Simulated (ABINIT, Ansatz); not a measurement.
# VBiO4 (Clinobisvanite): G0W0 on several meshes in ABINIT, part 2 of 2

Wanted: mesh dependence and cost of G0W0 for VBiO4 (Clinobisvanite).

ABINIT 10.8.3; LDA and many-body steps on it, plane waves. Known limits of the many-body steps: not at the basis limit; no spin polarisation; d states lean on the start; no spin-orbit coupling; coarse k mesh.

So far. Step 4 (2×2×4): The gap on the mesh goes from 2.32 eV to 3.71 eV, a correction of +1.38 eV. Step 5 (Empty states on the mesh, 2×2×2 mesh, 146 bands): On this mesh the gap is 2.336 eV.

### 7. 2×2×2

This step: G0W0 on LDA, plane waves, norm-conserving pseudopotentials.

Contents of run.abi:

```
acell 3*1.0 Angstrom
rprim 
  3.623583094700 -5.848600000000 -0.000000000000
  3.623583094700 5.848600000000 0.000000000000
  -3.550011012700 0.000000000000 3.647394391800
ntypat 3
znucl 23 83 8
natom 12
typat 1 1 2 2 3 3 3 3 3 3 3 3
xred 
  0.870000000000 0.130000000000 0.750000000000
  0.130000000000 0.870000000000 0.250000000000
  0.366500000000 0.633500000000 0.750000000000
  0.633500000000 0.366500000000 0.250000000000
  0.938300000000 0.354700000000 0.638800000000
  0.645300000000 0.061700000000 0.861200000000
  0.061700000000 0.645300000000 0.361200000000
  0.354700000000 0.938300000000 0.138800000000
  0.811300000000 0.709900000000 0.879600000000
  0.290100000000 0.188700000000 0.620400000000
  0.188700000000 0.290100000000 0.120400000000
  0.709900000000 0.811300000000 0.379600000000
pp_dirpath "pseudos"
pseudos "V.upf, Bi.upf, O.upf"
ecut 42
ngkpt 2 2 2
nshiftk 1
shiftk 0 0 0
kptopt 1
chksymbreak 0
istwfk *1
occopt 1
irdwfk 1
optdriver 4
nband 134
gwcalctyp 0
ecutsigx 42
symsigma 1
nkptgw 3
kptgw 
  0.5000000000 0.0000000000 0.0000000000
  0.5000000000 0.0000000000 0.5000000000
  0.0000000000 0.0000000000 0.0000000000
bdgw 
  59 62
  59 62
  59 62
ecuteps 3.6
irdscr 1
ppmodel 1
indata_prefix "in"
outdata_prefix "out"
tmpdata_prefix "tmp"
fftgw 31
```

On the command line:

```console
OMP_NUM_THREADS=1 mpirun -n 8 abinit run.abi > log
```

Numbers of over 12 decimals in the logs are rounded to 6 here.

The program printed:

```text
.Version 10.8.3 of ABINIT. v10.8.2 released Aug 2026.

 Symmetries : space group C2/c (# 15); Bravais mC (1-face-center monocl.)
[... echo of the input left out ...]
== DATASET  1 ==================================================================
-   mpi_nproc: 8, omp_nthreads: 1 (-1 if OMP is not activated)

--- !DatasetInfo
iteration_state: {dtset: 1, }
dimensions: {natom: 12, nkpt: 6, mband: 134, nsppol: 1, nspinor: 1, nspden: 1, mpw: 13580, }
cutoff_energies: {ecut:  42.0, pawecutdg:  -1.0, }
electrons: {nelect:   1.20000000E+02, charge:   0.00000000E+00, occopt:   1.00000000E+00, tsmear:   1.00000000E-02, }

 SIGMA: Calculation of the GW corrections

 Based on a program developped by R.W. Godby, V. Olevano, G. Onida, and L. Reining.
 Incorporated in ABINIT by V. Olevano, G.-M. Rignanese, and M. Torrent.
.Using double precision arithmetic ; gwpc =  8

[... cell and pseudopotentials left out ...]
--------------------------------------------------------------------------------

 ==== K-mesh for the wavefunctions ====
 Number of points in the irreducible wedge :     6
[... list of points left out ...]
 Together with  4 symmetry operations and time-reversal symmetry
 yields     8 points in the full Brillouin Zone.

 ==== Q-mesh for screening function ====
 Number of points in the irreducible wedge :     6
[... list of points left out ...]
 Together with  4 symmetry operations and time-reversal symmetry
 yields     8 points in the full Brillouin Zone.

 vcoul_init : cutoff-mode = AUXILIARY_FUNCTION
 q-points for optical limit:   1
     1)      0.000010    0.000020    0.000030
 setmesh: FFT mesh size selected  =    60x   60x   48
          total number of points  =       172800

 Number of electrons calculated from density =  120.0000; Expected =  120.0000
[...]
number of plane-waves for wavefunctions         13521
 number of bands                                   134
 number of q-points in IBZ                           6
 number of frequencies                               2
 number of real frequencies                          1
 number of imag frequencies                          1

 matrix elements of self-energy operator (all in [eV])

 Perturbative Calculation

--- !SelfEnergy_ee
iteration_state: {dtset: 1, }
kpoint     : [   0.500,    0.000,    0.000, ]
spin       : 1
KS_gap     :    2.381
QP_gap     :    3.749
Delta_QP_KS:    1.368
data: !SigmaeeData |
     Band     E0 <VxcDFT>   SigX SigC(E0)      Z dSigC/dE  Sig(E)    E-E0       E
       59   4.997 -19.928 -23.460   4.452   0.772  -0.296 -19.217   0.710   5.707
       60   5.372 -19.694 -22.710   4.027   0.780  -0.282 -18.905   0.789   6.161
       61   7.753 -20.670 -13.778  -4.118   0.778  -0.286 -18.513   2.157   9.911
[...]
--- !SelfEnergy_ee
iteration_state: {dtset: 1, }
kpoint     : [   0.500,    0.000,    0.500, ]
spin       : 1
KS_gap     :    2.462
QP_gap     :    3.845
Delta_QP_KS:    1.383
data: !SigmaeeData |
     Band     E0 <VxcDFT>   SigX SigC(E0)      Z dSigC/dE  Sig(E)    E-E0       E
[...]
--- !SelfEnergy_ee
iteration_state: {dtset: 1, }
kpoint     : [   0.000,    0.000,    0.000, ]
spin       : 1
KS_gap     :    2.965
QP_gap     :    4.488
Delta_QP_KS:    1.523
data: !SigmaeeData |
     Band     E0 <VxcDFT>   SigX SigC(E0)      Z dSigC/dE  Sig(E)    E-E0       E
[...]
61   7.966 -20.895 -14.084  -3.992   0.778  -0.285 -18.702   2.193  10.159
       62   8.407 -21.597 -14.660  -4.064   0.772  -0.295 -19.378   2.219  10.625

== END DATASET(S) ==============================================================
================================================================================

 -outvars: echo values of variables after computation  --------
           etotal      0.0000000000E+00
            nband         134
             nkpt           6
          spgroup          15
 [... the other variables as echoed above ...]

 Calculation completed.
```

It took 15 s on 8 MPI ranks of Arm Neoverse V2, shared host; peak memory 3.8 GiB; 2 min of CPU time.

Numbers from this step:

```yaml
g0w0_gap_on_the_points_computed: 3.727 eV
starting_gap_on_the_mesh: 2.336 eV
k_of_the_valence_top: 0.5, 0, 0
k_of_the_conduction_bottom: 0.5, 0, 0.5
z_at_the_valence_top: 0.78
z_at_the_conduction_bottom: 0.777
least_direct_g0w0_gap_on_the_computed_points: 3.75 eV
```

Against G0W0 in ABINIT (2×2×4 mesh, 134 bands, screening to 98 eV, Godby-Needs plasmon pole), the gap moves by +0.021 eV.

### 8. Side by side

Times are wall times on 8 MPI ranks of Arm Neoverse V2, shared host, good to a factor of about two. A run's time includes the screening step that it read.

```
  run   mesh  bands  screening cutoff (eV)  DFT gap (eV)  gap on the mesh (eV)  direct (eV)  ε∞ used     time
2×2×4  2×2×4    134                     98         2.325                 3.706        3.764     7.30    5 min
2×2×2  2×2×2    134                     98         2.336                 3.727        3.750     7.69  2.2 min
```

### 9. Results

```json
{
  "2×2×4": "3.706 eV",
  "2×2×2": "3.727 eV",
  "known limits": "not at the basis limit; no spin polarisation; d states lean on the start; no spin-orbit coupling; coarse k mesh"
}
```

What this shows: 2×2×2: +0.021 eV against 2×2×4, +0.011 eV of it in the start. Bands and cutoff are finite, so the gap is not at the basis limit. The miss can reach some tenths of an eV and take either sign; the mesh is an error of its own. The 2×2×4 mesh is coarse for this cell, which bears on the long-range parts of exchange and screening. Where an edge is built on 6p states of lead, bismuth or thallium, scalar-relativistic gaps usually stand too wide, by a few tenths to over one eV. The runs have no spin polarisation. For a closed low-spin shell that is the natural state; where a d or f shell is open it is a constraint, and the gap is then not the crystal's own. With d states at the gap, one-shot GW leans hard on its start. The many-body steps are scalar-relativistic: spin-orbit coupling is not in them.

[Paths, hosts, dates, memory and timing lines, banners, echoed tables and standing remarks are left out of the program output.]

[Logs are printed without paths, hosts, clocks, repeated set-up lines and the standing remarks that a program may print on its own settings, such as how far it seeks lower states.]

[Runs of the session that timed out or met a known fault of the program may be left out.]

[Hosts, paths, dates, database ids (printed as entryN), source tags and the programs' standing remarks are cut or masked in the printed files.]

[G0W0 gaps are taken among the corrected bands and points alone; a level outside them can change the order at an edge.]

[Where Ansatz stands beside ABINIT at settings called matched, ABINIT's density can come from a denser mesh and the files from another edition; pairs whose starting gaps differed by over 0.03 eV were left out, so agreement reads better than it is.]
